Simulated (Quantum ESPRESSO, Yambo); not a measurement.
# BaTiO3 (P4mm): G0W0 in Yambo against the bands

How does the gap of BaTiO3 (P4mm) converge in the bands?

Main program and level: Yambo 5.3.0; PBE and many-body steps on it, plane waves.

This is a report of a sequence of runs, with most program output left out.

## Step 1: Starting point

It takes space group P4mm (No. 99, tetragonal). Conventional cell: a = 3.990 Å, b = 3.990 Å, c = 4.023 Å, α = 90.00°, β = 90.00°, γ = 90.00°. Nearest to Ba lie 12 O at 2.80 to 2.87 Å. Nearest to Ti lie 6 O at 1.84 to 2.18 Å. Nearest to O lie 2 Ti at 1.84 to 2.18 Å and 4 Ba at 2.82 Å. Nearest to O lie 2 Ti at 2.00 Å and 4 Ba at 2.80 to 2.87 Å. Farther neighbours and most contacts between anions are not listed.

As a file:

```xyz
5
Lattice="3.9905 0.0000 0.0000 0.0000 3.9905 0.0000 0.0000 0.0000 4.0230" Properties=species:S:1:pos:R:3 pbc="T T T"
Ba    0.0000    0.0000    0.0000
Ti    1.9952    1.9952    2.1000
O     1.9952    1.9952    3.9385
O     1.9952    0.0000    1.9632
O     0.0000    1.9952    1.9632
```

The cell and positions come from the Crystallography Open Database and are kept as given unless a step says otherwise. Spin-orbit coupling is left out unless a step names it.

## Step 2: 35 bands

This step: Yambo 5.3.0; G0W0 on PBE, plane waves, norm-conserving pseudopotentials.

G0W0 replaces the xc potential by the self-energy, built once from these orbitals. Only a window of levels is corrected, while the sums run over the empty bands that the input names.

Input file gw1.in:

```
HF_and_locXC
gw0
dyson
ppa
em1d
rim_cut
RandQpts= 1000000
RandGvec= 1 RL
EXXRLvcs= 76 Ry
VXCRLvcs= 304 Ry
Chimod= "HARTREE"
% BndsRnXp
 1 | 35 |
%
NGsBlkXp= 9 Ry
% LongDrXp
 1 | 1 | 1 |
%
% GbndRnge
 1 | 35 |
%
DysSolver= "n"
ExtendOut
PPAPntXp= 27.21138 eV
% QPkrange
 18 | 18 | 19 | 22 |
 1 | 1 | 19 | 22 |
%
```

On the command line:

```console
$ OMP_NUM_THREADS=1 mpirun -n 4 yambo -F gw1.in -J gw1 -C gw1 > gw1.log
```

Elapsed: 47 s, on 4 MPI ranks of Arm Neoverse V1, shared host; peak memory 2.1 GiB; 3.1 min of CPU time.

This step gave:

```
G0W0 gap on the points computed              : 3.579 eV
starting gap on the mesh                     : 1.851 eV
k of the valence top                         : -0.5, -0.5, -0.5
k of the conduction bottom                   : 0, 0, 0
least direct G0W0 gap on the computed points : 3.957 eV
Z at the valence top                         : 0.7430
Z at the conduction bottom                   : 0.7652
```

The gap on the mesh goes from 1.85 eV to 3.58 eV, a correction of +1.73 eV.

## Step 3: 53 bands

gw2.in, as its differences from gw1.in of step 2:

```diff
@@ -12,3 +12,3 @@
 % BndsRnXp
- 1 | 35 |
+ 1 | 53 |
 %
@@ -19,3 +19,3 @@
 % GbndRnge
- 1 | 35 |
+ 1 | 53 |
 %
```

On the command line:

```console
$ OMP_NUM_THREADS=1 mpirun -n 4 yambo -F gw2.in -J gw2 -C gw2 > gw2.log
```

The job ended after 87 s (4 MPI ranks; peak memory 2.1 GiB; 5.7 min of CPU time).

Numbers from this step:

```
G0W0 gap on the points computed              : 3.413 eV
starting gap on the mesh                     : 1.851 eV
k of the valence top                         : -0.5, -0.5, -0.5
k of the conduction bottom                   : 0, 0, 0
least direct G0W0 gap on the computed points : 3.787 eV
Z at the valence top                         : 0.7578
Z at the conduction bottom                   : 0.7761
```

Against the run before, the gap moves by −0.166 eV.

## Step 4: 87 bands

gw3.in, as its differences from gw2.in of step 3:

```diff
@@ -12,3 +12,3 @@
 % BndsRnXp
- 1 | 53 |
+ 1 | 87 |
 %
@@ -19,3 +19,3 @@
 % GbndRnge
- 1 | 53 |
+ 1 | 87 |
 %
```

On the command line:

```console
$ OMP_NUM_THREADS=1 mpirun -n 4 yambo -F gw3.in -J gw3 -C gw3 > gw3.log
```

Wall time 2.7 min (4 MPI ranks); peak memory 2.1 GiB.

Numbers from this step:

```yaml
g0w0_gap_on_the_points_computed: 3.379 eV
starting_gap_on_the_mesh: 1.851 eV
k_of_the_valence_top: -0.5, -0.5, -0.5
k_of_the_conduction_bottom: 0, 0, 0
least_direct_g0w0_gap_on_the_computed_points: 3.767 eV
```

Against the run before, the gap moves by −0.034 eV.

## Step 5: 144 bands

gw4.in, as its differences from gw3.in of step 4:

```diff
@@ -12,3 +12,3 @@
 % BndsRnXp
- 1 | 87 |
+ 1 | 144 |
 %
@@ -19,3 +19,3 @@
 % GbndRnge
- 1 | 87 |
+ 1 | 144 |
 %
```

On the command line:

```console
$ OMP_NUM_THREADS=1 mpirun -n 4 yambo -F gw4.in -J gw4 -C gw4 > gw4.log
```

Wall time 4.7 min (4 MPI ranks); peak memory 2.2 GiB; 19 min of CPU time.

This step gave:

| Quantity | Value |
| --- | --- |
| G0W0 gap on the points computed | 3.330 eV |
| starting gap on the mesh | 1.851 eV |
| k of the valence top | -0.5, -0.5, -0.5 |
| k of the conduction bottom | 0, 0, 0 |
| least direct G0W0 gap on the computed points | 3.711 eV |

Against the run before, the gap moves by −0.049 eV.

## Step 6: 211 bands

gw5.in, as its differences from gw4.in of step 5:

```diff
@@ -12,3 +12,3 @@
 % BndsRnXp
- 1 | 144 |
+ 1 | 211 |
 %
@@ -19,3 +19,3 @@
 % GbndRnge
- 1 | 144 |
+ 1 | 211 |
 %
```

On the command line:

```console
$ OMP_NUM_THREADS=1 mpirun -n 4 yambo -F gw5.in -J gw5 -C gw5 > gw5.log
```

Elapsed: 7.1 min, on 4 MPI ranks; peak memory 2.7 GiB.

Numbers from this step:

```yaml
g0w0_gap_on_the_points_computed: 3.299 eV
starting_gap_on_the_mesh: 1.851 eV
k_of_the_valence_top: -0.5, -0.5, -0.5
k_of_the_conduction_bottom: 0, 0, 0
least_direct_g0w0_gap_on_the_computed_points: 3.683 eV
```

Against the run before, the gap moves by −0.031 eV.

## Step 7: 287 bands

gw6.in, as its differences from gw5.in of step 6:

```diff
@@ -12,3 +12,3 @@
 % BndsRnXp
- 1 | 211 |
+ 1 | 287 |
 %
@@ -19,3 +19,3 @@
 % GbndRnge
- 1 | 211 |
+ 1 | 287 |
 %
```

On the command line:

```console
$ OMP_NUM_THREADS=1 mpirun -n 4 yambo -F gw6.in -J gw6 -C gw6 > gw6.log
```

It took 9.7 min on 4 MPI ranks; peak memory 3.3 GiB.

Numbers from this step:

```yaml
g0w0_gap_on_the_points_computed: 3.279 eV
starting_gap_on_the_mesh: 1.851 eV
k_of_the_valence_top: -0.5, -0.5, -0.5
k_of_the_conduction_bottom: 0, 0, 0
least_direct_g0w0_gap_on_the_computed_points: 3.663 eV
```

Against the run before, the gap moves by −0.020 eV.

## Step 8: The runs together

Times are wall times on 4 MPI ranks of Arm Neoverse V1, shared host, good to a factor of about two.

```
      run   mesh  bands  screening cutoff (eV)  DFT gap (eV)  gap on the mesh (eV)  direct (eV)     time
 35 bands  4×4×4     35                  122.5         1.851                 3.579        3.957     47 s
 53 bands  4×4×4     53                  122.5         1.851                 3.413        3.787     87 s
 87 bands  4×4×4     87                  122.5         1.851                 3.379        3.767  2.7 min
144 bands  4×4×4    144                  122.5         1.851                 3.330        3.711  4.7 min
211 bands  4×4×4    211                  122.5         1.851                 3.299        3.683  7.1 min
287 bands  4×4×4    287                  122.5         1.851                 3.279        3.663  9.7 min
```

## Step 9: Results

| Property | Result |
| --- | --- |
| 35 bands | 3.579 eV |
| 53 bands | 3.413 eV |
| 87 bands | 3.379 eV |
| 144 bands | 3.330 eV |
| 211 bands | 3.299 eV |
| 287 bands | 3.279 eV |
| known limits | not at the basis limit; no spin-orbit coupling; coarse k mesh |

What this shows: The setting moved: bands. From 35 bands to 287 bands the gap moves by −0.30 eV, for 12 times the time. The last step still moves it by −0.020 eV. Bands and screening cutoff are coupled, so a series along one setting does not show full convergence. Bands and cutoff are finite, so the gap is not at the basis limit. The miss can reach some tenths of an eV and take either sign; the mesh is an error of its own. In the G0W0 runs levels were corrected at 2 k points alone, so a gap called «on the mesh» is the least over those, and an edge elsewhere would be missed. The 4×4×4 mesh is coarse for this cell, which bears on the long-range parts of exchange and screening. The many-body steps are scalar-relativistic: spin-orbit coupling is not in them.

[Paths, hosts, dates, memory and timing lines, banners, echoed tables and standing remarks are left out of the program output.]

[Logs are printed without paths, hosts, clocks, repeated set-up lines and the standing remarks that a program may print on its own settings, such as how far it seeks lower states.]

[Runs of the session that timed out or met a known fault of the program may be left out.]

[Hosts, paths, dates, database ids (printed as entryN), source tags and the programs' standing remarks are cut or masked in the printed files.]
